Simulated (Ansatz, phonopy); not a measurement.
# GaSn (hypothetical, Fm-3m): phonons against volume, part 4 of 4

Aim: how the vibrations of GaSn (hypothetical) shift with volume, and the expansion that follows. The crystal structure is hypothetical: it was made by swapping elements on a known structure type.

Ansatz 0.2.0; DFT PBEsol, scalar-relativistic, plane waves, PAW.

So far. Step 12 (Phonons, V/V0 1.03): The lowest solved frequency is -14.6 cm⁻¹, so the cell is unstable here and gives no valid free energy. The highest zone-centre mode (no LO–TO term) moved by -6.5 % for a volume change of +3.0 %. Step 13 (A cell at another volume, V/V0 0.97): The run ends at a pressure of 1.87 GPa.

**14. Lattice dynamics at this volume, V/V0 0.97**

Phonons at this volume give one point of F(V, T); meshes stay fixed along the series.

input.yaml reads:

```yaml
crystal:
  lattice:
    - [0.0, 2.8137530954, 2.8137530954]
    - [2.8137530954, 0.0, 2.8137530954]
    - [2.8137530954, 2.8137530954, 0.0]
  atoms:
    - { symbol: Sn, position: [0.5, 0.5, 0.5] }
    - { symbol: Ga, position: [0.0, 0.0, 0.0] }
kpoints:
  mp_grid: { grid: [12, 12, 12] }
hamiltonian:
  xc: pbesol
scf:
  occupations: { method: methfessel_paxton, width: 0.15 }
output:
  eigenvalues: true
phonons:
  method: dfpt
  qmesh: [4, 4, 4]
  temperatures: { t_max: 1000, t_step: 50 }
  qpath:
    path:
      - [[0.0, 0.0, 0.0], [0.5, 0.0, 0.5], [0.625, 0.25, 0.625]]
      - [[0.375, 0.375, 0.75], [0.0, 0.0, 0.0], [0.5, 0.5, 0.5], [0.5, 0.25, 0.75], [0.5, 0.0, 0.5]]
    npoints: 10
```

On the command line:

```sh
> ansatz run input.yaml --threads 4 --pin off --max-ram 8192MiB --backend cpu --events-out ev --progress --plain --runs-dir out
```

Numbers of over 12 decimals in the logs are rounded to 6 here.

Output:

```text
[...]
Crystal: 2 atoms, lattice volume = 44.554 Å³
Basis set: ecut = 420 eV, 893 PW (Γ), exchange–correlation on 54×54×54 points (8 copies of the dense FFT grid, shifted against one another)
Bands: 18, of which v1, the nominal top of the filled ones, is band 14 counted from 1 (13 counted from 0)
Symmetry: 48 space group operations
k-points: 72 of 1728
[...]
k-point 71: bands = [... 10 lower, 3.9515, 4.8032, 6.7732, 6.7732, 14.3431, 14.6709, 17.8549, 17.8549]
[...]
ASR residual: 8.632e-5 → 0.000e0 eV/Å²; symmetrization residual: 1.072e-5 eV/Å²
  ASR residual per site (eV/Å²): 8.63e-5 5.05e-5
  Γ frequencies (cm⁻¹): 0.00 0.00 0.00 155.30 155.30 155.30
--- Phonons (arbitrary-q DFPT): 8 irreducible q on the 4×4×4 mesh ---
[...]
interpolated dispersion: 62 rows × 6 modes
[...]
[key lines of the parts left out:]
SCF converged after 9 iterations
Free energy (F): -9692.847410 eV
Fermi energy:    10.472410 eV
```

Run time: 5.1 min. Hardware: 4 threads of Arm Neoverse V2, shared host; peak memory 3.3 GiB.

The lowest solved frequency is -22.4 cm⁻¹, so the cell is unstable here and gives no valid free energy. The highest zone-centre mode (no LO–TO term) moved by +6.7 % for a volume change of -3.0 %.

**15. A cell at another volume, V/V0 1.05**

Symmetry fixes every atom, so a single point at the scaled cell gives the energy and pressure of this member.

The cell differs from the one that the last finished run ended in (a 3.979 → 4.086 Å, b 3.979 → 4.086 Å, c 3.979 → 4.086 Å).

input.yaml, the sections that differ from step 14:

```yaml
crystal:
  lattice:
    - [0.0, 2.8890729455, 2.8890729455]
    - [2.8890729455, 0.0, 2.8890729455]
    - [2.8890729455, 2.8890729455, 0.0]
  atoms:
    - { symbol: Sn, position: [0.5, 0.5, 0.5] }
    - { symbol: Ga, position: [0.0, 0.0, 0.0] }
output:
  forces: true
  stress: true
  eigenvalues: true
# kpoints, hamiltonian, scf: as in step 14
# phonons: removed
```

Output:

```text
[...]
Crystal: 2 atoms, lattice volume = 48.229 Å³
Basis set: ecut = 420 eV, 941 PW (Γ), exchange–correlation on 60×60×60 points (8 copies of the dense FFT grid, shifted against one another)
Bands: 18, of which v1, the nominal top of the filled ones, is band 14 counted from 1 (13 counted from 0)
Symmetry: 48 space group operations
[...]
k-points: 72 of 1728
[...]
--- Band table (eV; the first three rows and the last of 72) ---
  k-point 0: bands = [... 10 lower, -1.4002, 10.6211, 10.6211, 10.6211, 10.7369, 16.2317, 16.2317, 16.2317]
  k-point 1: bands = [... 10 lower, -1.3063, 9.1946, 10.6161, 10.6161, 11.8648, 15.7772, 15.7772, 15.9384]
  k-point 2: bands = [... 10 lower, -1.0247, 7.6098, 10.6201, 10.6201, 12.5040, 14.7914, 14.7914, 15.2893]
  k-point 71: bands = [... 10 lower, 2.9246, 3.8548, 5.9978, 5.9978, 12.8621, 13.2580, 16.5852, 16.5852]
[key lines of the parts left out:]
SCF converged after 7 iterations
Free energy (F): -9692.837544 eV
Fermi energy:    9.352919 eV
P = ⅓ Tr σ = -2.3586 GPa (-23.586 kbar)
```

Wall time 0.93 s (4 threads); peak memory 0.38 GiB.

The run ends at a pressure of -2.36 GPa.

**16. Lattice dynamics at this volume, V/V0 1.05**

Phonons at this volume give one point of F(V, T); meshes stay fixed along the series.

input.yaml, the sections that differ from step 15:

```yaml
output:
  eigenvalues: true
phonons:
  method: dfpt
  qmesh: [4, 4, 4]
  temperatures: { t_max: 1000, t_step: 50 }
  qpath:
    path:
      - [[0.0, 0.0, 0.0], [0.5, 0.0, 0.5], [0.625, 0.25, 0.625]]
      - [[0.375, 0.375, 0.75], [0.0, 0.0, 0.0], [0.5, 0.5, 0.5], [0.5, 0.25, 0.75], [0.5, 0.0, 0.5]]
    npoints: 10
# crystal, kpoints, hamiltonian, scf: as in step 15
```

Output:

```text
[...]
Crystal: 2 atoms, lattice volume = 48.229 Å³
Basis set: ecut = 420 eV, 941 PW (Γ), exchange–correlation on 60×60×60 points (8 copies of the dense FFT grid, shifted against one another)
Bands: 18, of which v1, the nominal top of the filled ones, is band 14 counted from 1 (13 counted from 0)
Symmetry: 48 space group operations
k-points: 72 of 1728
[...]
k-point 71: bands = [... 10 lower, 2.9246, 3.8547, 5.9978, 5.9978, 12.8621, 13.2579, 16.5851, 16.5851]
[...]
ASR residual: 4.632e-5 → 0.000e0 eV/Å²; symmetrization residual: 1.404e-5 eV/Å²
  ASR residual per site (eV/Å²): 4.63e-5 1.40e-5
  Γ frequencies (cm⁻¹): 0.00 0.00 0.00 130.03 130.03 130.03
--- Phonons (arbitrary-q DFPT): 8 irreducible q on the 4×4×4 mesh ---
[...]
interpolated dispersion: 62 rows × 6 modes
[...]
[key lines of the parts left out:]
SCF converged after 10 iterations
Free energy (F): -9692.837544 eV
Fermi energy:    9.352876 eV
```

The job ended after 4.9 min (4 threads; peak memory 3.5 GiB).

The lowest solved frequency is -11.4 cm⁻¹, so the cell is unstable here and gives no valid free energy. The highest zone-centre mode (no LO–TO term) moved by -10.7 % for a volume change of +5.0 %.

**17. Mode Grüneisen parameters**

This step: DFT PBEsol, scalar-relativistic, plane waves, PAW (phonopy 4.10.0).

Volume series, by row:

| V/V0 | V (Å³/atom) | pressure (GPa) | E - E0 (meV/atom) | gap (eV) | zero-point energy (meV/atom) | lowest on the path (cm⁻¹) | highest at Gamma without the LO-TO term (cm⁻¹) |
| --- | --- | --- | --- | --- | --- | --- | --- |
| 0.97 | 22.28 | 1.871 | 3.824 | 0 | - | -34.7 | 155.3 |
| 0.985 | 22.62 | 0.89 | 0.914 | 0 | - | -33.51 | 150.4 |
| 1 | 22.97 | 0.009 | 0 | 0 | - | -32.22 | 145.6 |
| 1.015 | 23.31 | -0.779 | 0.881 | 0 | - | -30.79 | 140.8 |
| 1.03 | 23.66 | -1.491 | 3.353 | 0 | - | -29.19 | 136 |
| 1.05 | 24.11 | -2.359 | 8.909 | 0 | - | -27.01 | 130 |

Optical frequency at Gamma without the LO-TO term, mode 4 against V/V0:

| V/V0 | optical frequency at Gamma without the LO-TO term, mode 4 (cm⁻¹) |
| --- | --- |
| 0.9700 | 155 |
| 0.9850 | 150 |
| 1.0000 | 146 |
| 1.0150 | 141 |
| 1.0300 | 136 |
| 1.0500 | 130 |

**18. Outcome**

| Quantity | Value |
| --- | --- |
| lowest frequency over the volumes | -34.7 cm⁻¹ |

In words: Imaginary modes appear at V/V0 = 0.97, 0.985, 1, 1.015, 1.03 and 1.05, so too few stable volumes remain for a free-energy fit. Mode Grüneisen parameters diverge near a vanishing branch and are not given. The softest solved mode at V/V0 = 0.97 is 22i cm⁻¹ at q = (0, -0.5, -0.5), and 1 of 8 solved wavevectors carry a mode beyond 8i cm⁻¹. In a metal soft modes also hang on the k-mesh and the smearing, which were not converged here. The PAW files were made for PBE and are used here under another functional, for which the program regenerates the frozen cores.

[Logs are printed without paths, hosts, clocks, repeated set-up lines and the standing remarks that a program may print on its own settings, such as how far it seeks lower states.]

[Hosts, paths, dates, database ids (printed as entryN), source tags and the programs' standing remarks are cut or masked in the printed files.]

[A step with changed settings may run another functional than the one named; its input shows which.]

[Of the runs on displaced cells, only some may be shown.]
